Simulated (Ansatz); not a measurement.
# One crystal, many levels of theory: SnWO4 (Pnna)

Aim: the gap of SnWO4 (Pnna) at several levels of theory on one structure, with the time that each takes.

Main program and level: Ansatz 0.2.0; density functionals, hybrids and G0W0, plane waves, PAW.

### 1. Starting point

Symmetry: Pnna, No. 52, orthorhombic system. The conventional cell has a = 5.627 Å, b = 11.649 Å, c = 4.997 Å, α = 90.00°, β = 90.00°, γ = 90.00°. Sn has 4 O at 2.18 to 2.39 Å nearest. W has 6 O at 1.80 to 2.14 Å nearest. Nearest to O lie 2 W at 1.80 to 2.14 Å. O has 1 W at 1.89 Å and 2 Sn at 2.18 to 2.39 Å nearest. Farther neighbours and most contacts between anions are not listed.

The cell and positions come from the Crystallography Open Database and are kept as given unless a step says otherwise. Spin-orbit coupling is left out unless a step names it. The default PAW set here is soft_2. Its files were made with PBE.

### 2. LDA on the 4×2×6 mesh

This step: DFT, LDA, plane waves, PAW.

input.yaml

```yaml
crystal:
  lattice:
    - [5.627, 0.0, 0.0]
    - [0.0, 11.6486, 0.0]
    - [0.0, 0.0, 4.9973]
  atoms:
    - { symbol: Sn, position: [0.25, 0.0, 0.2196] }
    - { symbol: Sn, position: [0.25, 0.5, 0.2804] }
    - { symbol: Sn, position: [0.75, 0.0, 0.7804] }
    - { symbol: Sn, position: [0.75, 0.5, 0.7196] }
    - { symbol: W, position: [0.6677, 0.25, 0.25] }
    - { symbol: W, position: [0.8323, 0.75, 0.25] }
    - { symbol: W, position: [0.3323, 0.75, 0.75] }
    - { symbol: W, position: [0.1677, 0.25, 0.75] }
    - { symbol: O, position: [0.3765, 0.2987, 0.9988] }
    - { symbol: O, position: [0.1235, 0.7013, 0.9988] }
    - { symbol: O, position: [0.3765, 0.2013, 0.5012] }
    - { symbol: O, position: [0.1235, 0.7987, 0.5012] }
    - { symbol: O, position: [0.6235, 0.7013, 0.0012] }
    - { symbol: O, position: [0.8765, 0.2987, 0.0012] }
    - { symbol: O, position: [0.6235, 0.7987, 0.4988] }
    - { symbol: O, position: [0.8765, 0.2013, 0.4988] }
    - { symbol: O, position: [0.1019, 0.3961, 0.6037] }
    - { symbol: O, position: [0.3981, 0.6039, 0.6037] }
    - { symbol: O, position: [0.1019, 0.1039, 0.8963] }
    - { symbol: O, position: [0.3981, 0.8961, 0.8963] }
    - { symbol: O, position: [0.8981, 0.6039, 0.3963] }
    - { symbol: O, position: [0.6019, 0.3961, 0.3963] }
    - { symbol: O, position: [0.8981, 0.8961, 0.1037] }
    - { symbol: O, position: [0.6019, 0.1039, 0.1037] }
kpoints:
  mp_grid: { grid: [4, 2, 6] }
  band_path:
    path:
      - [0.0, 0.0, 0.0]
      - [0.5, 0.0, 0.0]
      - [0.5, 0.5, 0.0]
      - [0.0, 0.5, 0.0]
      - [0.0, 0.0, 0.5]
      - [0.5, 0.0, 0.5]
      - [0.5, 0.5, 0.5]
      - [0.0, 0.5, 0.5]
      - [0.0, 0.0, 0.25]
      - [0.0, 0.4, 0.0]
    npoints: 1
hamiltonian:
  xc: lda
scf:
  occupations: { method: fixed }
  n_extra_bands: 12
output:
  eigenvalues: true
  forces: true
  stress: true
```

Run with:

```bash
$ ansatz run input.yaml --threads 24 --pin off --max-ram 82944MiB --backend cuda --events-out ev --progress --plain --runs-dir out --devices 1 --max-vram 78GiB
```

Numbers of over 12 decimals in the logs are rounded to 6 here.

Log:

```text
scf.n_extra_bands = 12 over 104 filled bands (N_el = 208.0): the run solves 116 bands
GPUs: using 1 of 1 available (devices: 1).
Engine: ansatz 0.2.0, aarch64-unknown-linux-gnu
Pseudopotentials: kind: paw
Pseudopotential: Sn, paw, valence charge 14, recommended cutoff 420 eV (normal), Sn.paw.azcp
Pseudopotential: W, paw, valence charge 14, recommended cutoff 420 eV (normal), W.paw.azcp
Pseudopotential: O, paw, valence charge 6, recommended cutoff 420 eV (normal), O.paw.azcp
Functional definition: SPW92
  exchange = slater_x
  correlation = pw_c
[...]
Crystal: 24 atoms, lattice volume = 327.556 Å³
Basis set: ecut = 420 eV, 6429 PW (Γ)
Bands: 116, of which v1, the nominal top of the filled ones, is band 104 counted from 1 (103 counted from 0)
Symmetry: 8 space group operations
Space group: Pnna (ITA 52), of the structure as read, at distance tolerance 6.9e-5 Å
k-points: 24 of 48
Non-local potential: Sn, projectors of the file, l = 0: 2, l = 1: 2, l = 2: 2, l = 3: 2
Non-local potential: W, projectors of the file, l = 0: 3, l = 1: 2, l = 2: 2, l = 3: 1
Non-local potential: O, projectors of the file, l = 0: 2, l = 1: 2, l = 2: 1
PAW form: soft (Blöchl's): semilocal exchange-correlation on the pseudo side does not see the compensation charge
PAW frozen core: Sn, regenerated for the run's functional, and the local potential with it (the file was generated under x = pbe(κ = 0.804, μ = 0.219515), c = pbe(β = 0.066725))
PAW frozen core: W, regenerated for the run's functional, and the local potential with it (the file was generated under x = pbe(κ = 0.804, μ = 0.219515), c = pbe(β = 0.066725))
PAW frozen core: O, regenerated for the run's functional, and the local potential with it (the file was generated under x = pbe(κ = 0.804, μ = 0.219515), c = pbe(β = 0.066725))
PAW one-centre angular grid: Sn, 590 points (default); XC on 64 Gauss nodes
PAW one-centre angular grid: W, 590 points (default); XC on 64 Gauss nodes
PAW one-centre angular grid: O, 110 points (default); XC on 64 Gauss nodes
Initial density: superposition of atomic densities (neutral atoms: chi_scale 0, normalization atom), corrected by the library's trained network
Initial wavefunctions: pseudopotential atomic-orbital guess
[...]
Functional: x = slater, c = lda
SCF iter   1: F=—  HF=-72927.611762 eV  |F-HF|=—  |Δ(HF+E_count)|=         —  Δρ=1.87e-2  dr2=1.06e0  ethr=1.77e-3  ⟨swp⟩=5.0  Hψ=9408  notcnv=0  defer=230
preconditioner: auto → Resta (q_TF=auto, 2.529 Å⁻¹)  ε∞=5.6  [insulator: Δε(μ)=1.293 eV  Ē_g=12.668 eV  n_scr=84 (ndim 8)  ℏωp=27.2 eV  f_vac=0.038  ε∞_Penn≈5.6]
SCF iter   2: F=—  HF=-72927.401975 eV  |F-HF|=—  |Δ(HF+E_count)|=   2.10e-1  Δρ=7.08e-3  dr2=1.49e-1  ethr=5.08e-4  ⟨swp⟩=2.0  Hψ=4705  notcnv=0  defer=229
SCF iter   3: F=—  HF=-72927.374646 eV  |F-HF|=—  |Δ(HF+E_count)|=   2.73e-2  Δρ=2.63e-3  dr2=1.75e-2  ethr=7.16e-5  ⟨swp⟩=2.0  Hψ=3899  notcnv=0  defer=238
SCF iter   4: F=—  HF=-72927.370089 eV  |F-HF|=—  |Δ(HF+E_count)|=   4.56e-3  Δρ=4.29e-4  dr2=6.14e-4  ethr=8.41e-6  ⟨swp⟩=2.3  Hψ=4491  notcnv=0  defer=238
SCF iter   5: F=—  HF=-72927.368985 eV  |F-HF|=—  |Δ(HF+E_count)|=   1.10e-3  Δρ=1.93e-4  dr2=1.04e-4  ethr=2.95e-7  ⟨swp⟩=2.0  Hψ=3845  notcnv=0  defer=232
SCF iter   6: F=—  HF=-72927.368965 eV  |F-HF|=—  |Δ(HF+E_count)|=   2.02e-5  Δρ=9.99e-5  dr2=3.22e-5  ethr=5.00e-8  ⟨swp⟩=2.0  Hψ=4231  notcnv=0  defer=185
SCF iter   7: F=—  HF=-72927.369924 eV  |F-HF|=—  |Δ(HF+E_count)|=   9.59e-4  Δρ=3.13e-5  dr2=3.45e-6  ethr=1.55e-8  ⟨swp⟩=2.3  Hψ=3880  notcnv=0  defer=185
SCF iter   8: F=—  HF=-72927.369924 eV  |F-HF|=—  |Δ(HF+E_count)|=   1.19e-7  Δρ=7.86e-6  dr2=2.28e-7  ethr=1.66e-9  ⟨swp⟩=2.5  Hψ=4174  notcnv=0  defer=185
SCF iter   9: F=-72927.369924 eV  HF=-72927.369924 eV  |F-HF|=1.24e-9  |Δ(HF+E_count)|=   6.62e-9  Δρ=1.32e-6  dr2=8.43e-9  ethr=4.81e-11  ⟨swp⟩=11.8  Hψ=12509  notcnv=0
SCF 1 converged in 9 iterations: F = -72927.369924 eV  dr2 = 8.43e-9
[...]
NSCF: frozen V_eff on 10 k-points
SCF converged after 9 iterations
[...]
-5.306400       0.000000       0.000000
        0.000000      -5.594514       0.000000
        0.000000       0.000000      -4.023123
  P = ⅓ Tr σ = -4.9747 GPa (-49.747 kbar)
--- Band table (eV; the first three rows and the last of 24) ---
  k-point 0: bands = ["-66.5454", "-66.5454", "-66.5440", "-66.5440", "-30.9568", "-30.9568", "-30.9115", "-30.9115", "-30.9018", "-30.9018", "-30.8343", "-30.8343", "-30.7815", "-30.7813", "-30.7678", "-30.7678", "-11.5431", "-11.5151", "-11.5039", "-11.4867", "-11.4827", "-11.4498", "-11.3266", "-11.3242", "-11.3056", "-11.3025", "-11.2998", "-11.2990", "-11.2632", "-11.2619", "-11.2501", "-11.2492", "-11.2246", "- [...]
  k-point 1: bands = ["-66.5453", "-66.5453", "-66.5441", "-66.5441", "-30.9532", "-30.9532", "-30.9063", "-30.9063", "-30.9055", "-30.9055", "-30.8394", "-30.8394", "-30.7807", "-30.7806", "-30.7689", "-30.7689", "-11.5381", "-11.5144", "-11.5042", "-11.4970", "-11.4747", "-11.4531", "-11.3253", "-11.3236", "-11.3064", "-11.3038", "-11.2985", "-11.2982", "-11.2635", "-11.2613", "-11.2502", "-11.2495", "-11.2247", "- [...]
  k-point 2: bands = ["-66.5450", "-66.5450", "-66.5443", "-66.5443", "-30.9433", "-30.9433", "-30.9157", "-30.9157", "-30.8922", "-30.8922", "-30.8536", "-30.8536", "-30.7785", "-30.7784", "-30.7718", "-30.7717", "-11.5261", "-11.5133", "-11.5071", "-11.5066", "-11.4686", "-11.4597", "-11.3230", "-11.3225", "-11.3075", "-11.3058", "-11.2970", "-11.2969", "-11.2622", "-11.2598", "-11.2502", "-11.2498", "-11.2253", "- [...]
  k-point 23: bands = ["-66.5447", "-66.5447", "-66.5447", "-66.5447", "-30.9465", "-30.9465", "-30.9465", "-30.9465", "-30.8579", "-30.8579", "-30.8579", "-30.8579", "-30.7730", "-30.7730", "-30.7730", "-30.7730", "-11.5539", "-11.5539", "-11.5367", "-11.5367", "-11.3548", "-11.3548", "-11.3533", "-11.3533", "-11.3066", "-11.3066", "-11.3051", "-11.3051", "-11.2544", "-11.2544", "-11.2536", "-11.2536", "-11.2342", " [...]
```

Wall time 1.9 s (1 × NVIDIA GB200 (shared by 2 runs) with 24 threads of Arm Neoverse V2, shared host); peak memory 1.1 GiB; 11 s of CPU time.

This step gave:

* pressure: -4.975 GPa
* gap: 1.351 eV
* valence top at: k = (0.000, 0.000, 0.250)
* conduction bottom at: Γ
* least direct gap: 1.417 eV

Over mesh and listed points the gap is 1.351 eV, from k = (0.000, 0.000, 0.250) to k = Γ. The least direct gap found is 1.417 eV, at k = (0.000, 0.400, 0.000). On the 4×2×6 mesh alone the same run gives 1.365 eV, so that mesh misses an edge of LDA: 1.365 − 1.351 = +0.014 eV. The pressure in this cell is -5 GPa; the cell is kept.

### 3. r2SCAN on the 4×2×6 mesh

Levels along a band path and on the mesh show where this functional puts the band edges.

This step: DFT, r2SCAN, plane waves, PAW.

input.yaml: that of step 2 with these lines changed.

```diff
@@ -34,17 +34,11 @@
     path:
-      - [0.0, 0.0, 0.0]
-      - [0.5, 0.0, 0.0]
-      - [0.5, 0.5, 0.0]
-      - [0.0, 0.5, 0.0]
-      - [0.0, 0.0, 0.5]
-      - [0.5, 0.0, 0.5]
-      - [0.5, 0.5, 0.5]
-      - [0.0, 0.5, 0.5]
-      - [0.0, 0.0, 0.25]
-      - [0.0, 0.4, 0.0]
-    npoints: 1
+      - [[0.0, 0.0, 0.0], [0.5, 0.0, 0.0], [0.5, 0.5, 0.0], [0.0, 0.5, 0.0], [0.0, 0.0, 0.0], [0.0, 0.0, 0.5], [0.5, 0.0, 0.5], [0.5, 0.5, 0.5], [0.0, 0.5, 0.5], [0.0, 0.0, 0.5]]
+      - [[0.5, 0.0, 0.0], [0.5, 0.0, 0.5]]
+      - [[0.0, 0.5, 0.0], [0.0, 0.5, 0.5]]
+      - [[0.5, 0.5, 0.0], [0.5, 0.5, 0.5]]
+    npoints: 10
 hamiltonian:
-  xc: lda
+  xc: r2scan
 scf:
-  occupations: { method: fixed }
+  occupations: { method: fermi_dirac, width: 0.02 }
   n_extra_bands: 12
```

Log:

```text
[...]
GPUs: using 1 of 1 available (devices: 1).
[...]
Crystal: 24 atoms, lattice volume = 327.556 Å³
Basis set: ecut = 500 eV, 8317 PW (Γ), exchange–correlation on 180×360×160 points (64 copies of the dense FFT grid, shifted against one another)
Bands: 116, of which v1, the nominal top of the filled ones, is band 104 counted from 1 (103 counted from 0)
Symmetry: 8 space group operations
[...]
k-points: 24 of 48
[...]
SCF iter   1: F=—  HF=-74847.701357 eV  |F-HF|=—  |Δ(HF+E_count)|=         —  Δρ=1.14e-2  dr2=5.24e-1  dr2_τ=1.43e0  ethr=1.77e-3  ⟨swp⟩=6.0  Hψ=10391  notcnv=0
[...]
SCF iter   8: F=—  HF=-74847.983086 eV  |F-HF|=—  |Δ(HF+E_count)|=   6.64e-7  Δρ=6.07e-6  dr2=1.24e-7  dr2_τ=1.39e-8  ethr=6.45e-10  ⟨swp⟩=2.0  Hψ=4406  notcnv=0  defer=185
[...]
SCF 1 converged in 9 iterations: F = -74847.983086 eV  dr2 = 5.03e-9
[...]
SCF converged after 9 iterations
[...]
0.000000      -0.464531       0.000000
        0.000000       0.000000       0.107798
  P = ⅓ Tr σ = -0.3902 GPa (-3.902 kbar)
--- Band table (eV; the first three rows and the last of 24) ---
[...]
```

The job ended after 6.3 s (1 × NVIDIA GB200 (shared by 2 runs) with 24 threads; peak memory 1.6 GiB; 37 s of CPU time).

Numbers from this step:

- pressure: -0.3902 GPa
- filled bands: 104
- gap: 1.505 eV
- valence top at: k = (0.000, 0.000, 0.250)
- conduction bottom at: Γ
- least direct gap: 1.561 eV

Over mesh and path the gap is 1.505 eV, from k = (0.000, 0.000, 0.250) to k = Γ. The least direct gap found is 1.561 eV, at k = (0.000, 0.400, 0.000). On the 4×2×6 mesh alone the same run gives 1.530 eV, so that mesh misses an edge of r2SCAN: 1.530 − 1.505 = +0.025 eV. r2SCAN against LDA: 1.505 − 1.351 = +0.154 eV. The runs also differ in plane-wave cutoff (420 eV and 500 eV), so how much of this comes from the functional alone is not known.

### 4. r2SCAN+SOC on the 4×2×6 mesh

This run has two-component orbitals with spin-orbit coupling.

This step: DFT, r2SCAN with spin-orbit coupling, plane waves, PAW.

input.yaml: that of step 3 with these lines changed.

```diff
@@ -34,7 +34,13 @@
     path:
-      - [[0.0, 0.0, 0.0], [0.5, 0.0, 0.0], [0.5, 0.5, 0.0], [0.0, 0.5, 0.0], [0.0, 0.0, 0.0], [0.0, 0.0, 0.5], [0.5, 0.0, 0.5], [0.5, 0.5, 0.5], [0.0, 0.5, 0.5], [0.0, 0.0, 0.5]]
-      - [[0.5, 0.0, 0.0], [0.5, 0.0, 0.5]]
-      - [[0.0, 0.5, 0.0], [0.0, 0.5, 0.5]]
-      - [[0.5, 0.5, 0.0], [0.5, 0.5, 0.5]]
-    npoints: 10
+      - [0.0, 0.0, 0.0]
+      - [0.5, 0.0, 0.0]
+      - [0.5, 0.5, 0.0]
+      - [0.0, 0.5, 0.0]
+      - [0.0, 0.0, 0.5]
+      - [0.5, 0.0, 0.5]
+      - [0.5, 0.5, 0.5]
+      - [0.0, 0.5, 0.5]
+      - [0.0, 0.0, 0.25]
+      - [0.0, 0.4, 0.0]
+    npoints: 1
 hamiltonian:
@@ -42,4 +48,7 @@
 scf:
-  occupations: { method: fermi_dirac, width: 0.02 }
-  n_extra_bands: 12
+  occupations: { method: fixed }
+  n_extra_bands: 24
+magnetization:
+  noncollinear: true
+  spin_orbit: true
 output:
```

Log:

```text
[...]
GPUs: using 1 of 1 available (devices: 1).
[...]
non-collinear run that drives no moment, with spin-orbit: no starting moment large enough to seed its density (crystal.atoms[].spin), no starting occupations that ask for one, no magnetisation constraint and no magnetic field, so the semilocal B_xc is pinned to zero
[...]
Crystal: 24 atoms, lattice volume = 327.556 Å³
[...]
SCF iter   3: F=—  HF=-74709.687334 eV  |F-HF|=—  |Δ(HF+E_count)|=    1.26e0  Δρ=2.40e-2  dr2=1.42e0  dr2_τ=2.65e-2  dr2_m=0.00e0 (ungated)  ethr=3.10e-3  |M|=0.00e0 ∫|m|=0.00e0 μB  |m|>n=0.0e0 m-floor=0.0e0 τ_xc=0.0e0  β_m=0.59  ⟨swp⟩=3.9  Hψ=4962  notcnv=0  defer=450
[...]
SCF 1 converged in 10 iterations: F = -74709.606898 eV  dr2 = 2.01e-8
[...]
SCF converged after 10 iterations
[...]
```

It took 8.3 s on 1 × NVIDIA GB200 (shared by 2 runs) with 24 threads; peak memory 2.7 GiB; 78 s of CPU time.

This step gave:

```yaml
pressure: -0.6026 GPa
gap: 1.470 eV
valence_top_at: k = (0.000, 0.000, 0.250)
conduction_bottom_at: k = (0.000, -0.500, 0.167)
least_direct_gap: 1.493 eV
```

Over mesh and listed points the gap is 1.470 eV, from k = (0.000, 0.000, 0.250) to k = (0.000, -0.500, 0.167). The least direct gap found is 1.493 eV, at k = (0.000, -0.500, 0.167). On the 4×2×6 mesh alone the same run gives 1.493 eV, so that mesh misses an edge of r2SCAN+SOC: 1.493 − 1.470 = +0.023 eV. r2SCAN+SOC against r2SCAN: 1.470 − 1.505 = −0.035 eV. Mesh, set of files and cutoff are the same, but the conduction bottom lies at another k point, so this need not be the shift of one pair of states. The spin-orbit run sees mesh and listed points alone, so its gap is an upper bound: the coupling can move an edge off these points, and the change over the zone, its sign included where it is small, is not known.

### 5. HSE06 on the 4×2×4 mesh

HSE06 mixes in a quarter of exact exchange at short range.

This step: DFT, HSE06, plane waves, PAW.

input.yaml: that of step 4 with these lines changed.

```diff
@@ -31,3 +31,3 @@
 kpoints:
-  mp_grid: { grid: [4, 2, 6] }
+  mp_grid: { grid: [4, 2, 4] }
   band_path:
@@ -46,12 +46,7 @@
 hamiltonian:
-  xc: r2scan
+  xc: hse06
 scf:
   occupations: { method: fixed }
-  n_extra_bands: 24
-magnetization:
-  noncollinear: true
-  spin_orbit: true
+  n_extra_bands: 12
 output:
   eigenvalues: true
-  forces: true
-  stress: true
```

Log:

```text
[...]
GPUs: using 1 of 1 available (devices: 1).
[...]
davidson cushion auto → on  (no smearing: the cushion is to keep the highest requested band from converging to the state above it; pin scf.eigensolver.cushion to override)
[...]
Crystal: 24 atoms, lattice volume = 327.556 Å³
Basis set: ecut = 420 eV, 6429 PW (Γ)
Bands: 116, of which v1, the nominal top of the filled ones, is band 104 counted from 1 (103 counted from 0)
Symmetry: 8 space group operations
[...]
k-points: 18 of 32
[...]
SCF 1 stopped early in 5 iterations: F = -74720.708820 eV  dr2 = 7.34e-5
[...]
hybrid outer 1: dexx = +1.164e-1 eV, tail = 8.15e-4 eV
[...]
SCF 3 converged in 6 iterations: F = -74735.087496 eV  dr2 = 7.50e-9
hybrid outer 2: dexx = +2.069e-5 eV, tail = 6.55e-7 eV, Δε = 4.20e-3 eV (about 1.63e-4 eV left of the loop's levels)
[...]
E_closure    = -0.000000  (closes the sum)
  Σ components = -74735.087490   (vs F -74735.087490, Δ=1.46e-11)
--- Band table (eV; the first three rows and the last of 18) ---
[...]
```

Elapsed: 40 s, on 1 × NVIDIA GB200 (shared by 2 runs) with 24 threads; peak memory 3 GiB; 8.3 min of CPU time.

Numbers from this step:

| Property | Result |
| --- | --- |
| gap | 2.078 eV |
| valence top at | k = (0.000, 0.000, 0.250) |
| conduction bottom at | Γ |
| least direct gap | 2.134 eV |
| exact-exchange fraction | 0.25 |

Over mesh and listed points the gap is 2.078 eV, from k = (0.000, 0.000, 0.250) to k = Γ. The least direct gap found is 2.134 eV, at k = (0.000, 0.400, 0.000). HSE06 against LDA: 2.078 − 1.351 = +0.727 eV. The runs also differ in mesh (4×2×6 and 4×2×4), so how much of this comes from the functional alone is not known.

### 6. PBE0 on the 4×2×4 mesh

PBE0 mixes in a quarter of exact exchange at all distances.

This step: DFT, PBE0, plane waves, PAW.

input.yaml: that of step 5 with these lines changed.

```diff
@@ -46,3 +46,3 @@
 hamiltonian:
-  xc: hse06
+  xc: pbe0
 scf:
```

Log:

```text
[...]
GPUs: using 1 of 1 available (devices: 1).
[...]
Crystal: 24 atoms, lattice volume = 327.556 Å³
Basis set: ecut = 420 eV, 6429 PW (Γ)
Bands: 116, of which v1, the nominal top of the filled ones, is band 104 counted from 1 (103 counted from 0)
Symmetry: 8 space group operations
[...]
k-points: 18 of 32
[...]
Frozen-core exchange: fock
[...]
hybrid outer 1: dexx = +1.584e-1 eV, tail = 8.77e-4 eV
[...]
SCF 3 converged in 6 iterations: F = -74723.639325 eV  dr2 = 1.81e-8
[...]
E_closure    = -0.000000  (closes the sum)
  Σ components = -74723.639320   (vs F -74723.639320, Δ=1.46e-11)
--- Band table (eV; the first three rows and the last of 18) ---
[...]
```

It took 35 s on 1 × NVIDIA GB200 (shared by 2 runs) with 24 threads; peak memory 3.2 GiB.

Numbers from this step:

| Property | Result |
| --- | --- |
| gap | 2.792 eV |
| valence top at | k = (0.000, 0.000, 0.250) |
| conduction bottom at | Γ |
| least direct gap | 2.847 eV |
| exact-exchange fraction | 0.25 |

Over mesh and listed points the gap is 2.792 eV, from k = (0.000, 0.000, 0.250) to k = Γ. The least direct gap found is 2.847 eV, at k = (0.000, 0.400, 0.000). PBE0 against HSE06: 2.792 − 2.078 = +0.714 eV, with the same mesh, files and cutoff, and both edges at the same k points.

[end of part 1 of 2]

[Paths, hosts, dates, memory and timing lines, banners, echoed tables and standing remarks are left out of the program output.]

[Logs are printed without paths, hosts, clocks, repeated set-up lines and the standing remarks that a program may print on its own settings, such as how far it seeks lower states.]

[Runs of the session that timed out or met a known fault of the program may be left out.]

[Cells called generated may have been cut or substituted from an entry of the Crystallography Open Database or the Materials Project.]

[Hosts, paths, dates, database ids (printed as entryN), source tags and the programs' standing remarks are cut or masked in the printed files.]

[Where an RPA ε∞ is given, it is that of the G0W0 mesh and is not shown converged in it. Names of k-points follow the symmetry that the program found, which can be lower than the space group named. Band edges on a path are those of the sampled points; other points can move an edge, and change direct to indirect where valleys lie close.]

[Hybrid gaps are those of their k-mesh and are not shown converged in it.]
